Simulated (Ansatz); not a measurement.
**LaIrS3 (built on the sites of a database entry of LaCoO3): the cell at rest**

Wanted: the relaxed cell of LaIrS3 (built on the sites of a database entry of LaCoO3).

Main program and level: Ansatz 0.2.0; DFT PBEsol, scalar-relativistic, plane waves, PseudoDojo norm-conserving pseudopotentials.

This is a report of a sequence of runs, with most program output left out.

The structure was built from a prototype and need not be the compound's stable phase.

**1. Starting point**

The structure is cubic, space group Pm-3m (No. 221). The conventional cell has a = 4.089 Å, b = 4.089 Å, c = 4.089 Å, α = 90.00°, β = 90.00°, γ = 90.00°. La has 12 S at 2.89 Å nearest. Nearest to Ir lie 6 S at 2.04 Å. Nearest to S lie 2 Ir at 2.04 Å and 4 La at 2.89 Å. Farther neighbours and most contacts between anions are not listed.

**2. A coarse first look**

First a cheap look: the gap decides the mesh and the occupations, the pressure tells how far the cell has to move.

Input file input.yaml:

```yaml
crystal:
  lattice:
    - [4.08918, 0.0, 0.0]
    - [0.0, 4.08918, 0.0]
    - [0.0, 0.0, 4.08918]
  atoms:
    - { symbol: La, position: [0.0, 0.0, 0.0] }
    - { symbol: Ir, position: [0.5, 0.5, 0.5] }
    - { symbol: S, position: [0.5, 0.5, 0.0] }
    - { symbol: S, position: [0.0, 0.5, 0.5] }
    - { symbol: S, position: [0.5, 0.0, 0.5] }
kpoints:
  mp_grid: { grid: [4, 4, 4] }
hamiltonian:
  xc: pbesol
  pseudopotentials: { kind: nc, accuracy: standard }
scf:
  occupations: { method: gaussian, width: 0.1 }
output:
  forces: true
  stress: true
  eigenvalues: true
```

On the command line:

```
$ ansatz run input.yaml --threads 8 --pin off --max-ram 14336MiB --backend cpu --events-out ev --progress --plain --runs-dir out
```

Elapsed: 3.3 s, on 8 threads of Arm Neoverse N1, shared host; peak memory 1 GiB.

Numbers from this step:

```
pressure          : 101.8 GPa
volume per atom   : 13.68 Å³
gap on the k-mesh : 0 eV
```

The coarse mesh shows no gap and a pressure of 101.8 GPa.

**3. Rough relaxation**

A rough relaxation comes first, because large forces or stress need no tight tolerances yet.

Edit input.yaml of step 2 so:

```diff
@@ -12,3 +12,3 @@
 kpoints:
-  mp_grid: { grid: [4, 4, 4] }
+  mp_grid: { grid: [6, 6, 6] }
 hamiltonian:
@@ -22 +22,6 @@
   eigenvalues: true
+relax:
+  adjacent_minimum: "off"
+  f_tol: 0.05
+  max_steps: 80
+  cell: { stress_tol: 0.5 }
```

Run time: 37 s. Hardware: 8 threads; peak memory 1.5 GiB; 4.5 min of CPU time.

Step by step:

```tsv
step	energy less that of the first step (eV)	largest force component (eV/Å)	pressure (GPa)	volume (Å³)
1	0.0000	0.0000	101.00	68.38
2	-4.6253	0.0000	46.02	78.87
3	-6.6719	0.0000	14.11	90.44
4	-7.0080	0.0000	3.69	96.71
5	-7.0399	0.0000	-0.15	99.69
6*	-7.0482	0.0000	-0.02	99.69
```

Relaxation steps marked * repeat the geometry before them on a plane-wave basis chosen anew for their cell, so energy and pressure can jump there.

Forces are held to the 48 operations that the run works with; a distortion that breaks them can't arise in this run.

```tsv
cell as run	before	after	change
a (Å)	4.089	4.637	+13.4 %
b (Å)	4.089	4.637	+13.4 %
c (Å)	4.089	4.637	+13.4 %
volume (Å³/atom)	13.68	19.94	+45.8 %
```

The relaxed structure:

```xyz
5
Lattice="4.6367 0.0000 0.0000 0.0000 4.6367 0.0000 0.0000 0.0000 4.6367" Properties=species:S:1:pos:R:3 pbc="T T T"
La    0.0000    0.0000    0.0000
Ir    2.3184    2.3184    2.3184
S     2.3184    2.3184    0.0000
S     0.0000    2.3184    2.3184
S     2.3184    0.0000    2.3184
```

Numbers from this step:

```yaml
pressure: -0.01551 GPa
volume_per_atom: 19.94 Å³
```

In this step the volume went from 13.68 to 19.94 Å³/atom.

**4. Bringing the structure to rest**

The cell and atoms are relaxed, since residual forces and stress would shift the frequencies.

input.yaml, the sections that differ from step 3:

```yaml
crystal:
  lattice:
    - [4.6367168136, 0.0, 0.0]
    - [0.0, 4.6367168136, 0.0]
    - [0.0, 0.0, 4.6367168136]
  atoms:
    - { symbol: La, position: [0.0, 0.0, 0.0] }
    - { symbol: Ir, position: [0.5, 0.5, 0.5] }
    - { symbol: S, position: [0.5, 0.5, 0.0] }
    - { symbol: S, position: [0.0, 0.5, 0.5] }
    - { symbol: S, position: [0.5, 0.0, 0.5] }
kpoints:
  mp_grid: { grid: [8, 8, 8] }
relax:
  adjacent_minimum: "off"
  f_tol: 0.005
  max_steps: 80
  cell: { stress_tol: 0.05 }
# hamiltonian, scf, output: as in step 3
```

It took 47 s on 8 threads; peak memory 1.6 GiB.

Little changed from the start: no atom moved by 0.005 Å and no cell edge by 0.1 %.

This step gave:

| Item | Value |
| --- | --- |
| pressure | 0.03327 GPa |
| volume per atom | 19.90 Å³ |

In this step the volume went from 19.94 to 19.90 Å³/atom.

**5. Relaxing to small forces for the phonons**

Phonons need a cell at rest on their own settings, so the relaxation is repeated with tight tolerances on forces and stress, using the mesh and the filling of the phonon run that follows.

input.yaml, the sections that differ from step 4:

```yaml
crystal:
  lattice:
    - [4.6338531305, 0.0, 0.0]
    - [0.0, 4.6338531305, 0.0]
    - [0.0, 0.0, 4.6338531305]
  atoms:
    - { symbol: La, position: [0.0, 0.0, 0.0] }
    - { symbol: Ir, position: [0.5, 0.5, 0.5] }
    - { symbol: S, position: [0.5, 0.5, 0.0] }
    - { symbol: S, position: [0.0, 0.5, 0.5] }
    - { symbol: S, position: [0.5, 0.0, 0.5] }
scf:
  occupations: { method: methfessel_paxton, width: 0.2 }
relax:
  adjacent_minimum: "off"
  f_tol: 0.001
  max_steps: 60
  cell: { stress_tol: 0.01 }
# kpoints, hamiltonian, output: as in step 4
```

The job ended after 48 s (8 threads; peak memory 1.6 GiB; 6.2 min of CPU time).

Little changed from the start: no atom moved by 0.005 Å and no cell edge by 0.1 %.

This step gave:

```
pressure        : -0.004499 GPa
volume per atom : 19.91 Å³
```

The forces vanish by symmetry and the pressure is -0.004 GPa, within the tolerances set. The cell now holds 19.91 Å³/atom.

**6. Summary of results**

```
space group after relaxation (within 0.01 Å) : Pm-3m
lattice constant a                           : 4.634 Å
lattice constant b                           : 4.634 Å
lattice constant c                           : 4.634 Å
volume per atom                              : 19.9 Å³
```

What this shows: The forces vanish by symmetry and the pressure is -0.004 GPa, within the tolerances set. The cell now holds 19.91 Å³/atom. The relaxation keeps the symmetry of its start, so it says nothing on stability against lower symmetry. Spin-orbit coupling is left out, which can matter for the heavy elements here. The starting cell was built on a prototype and not taken from a measurement, so the phase need not exist.

[Logs are printed without paths, hosts, clocks, repeated set-up lines and the standing remarks that a program may print on its own settings, such as how far it seeks lower states.]

[Hosts, paths, dates, database ids (printed as entryN), source tags and the programs' standing remarks are cut or masked in the printed files.]
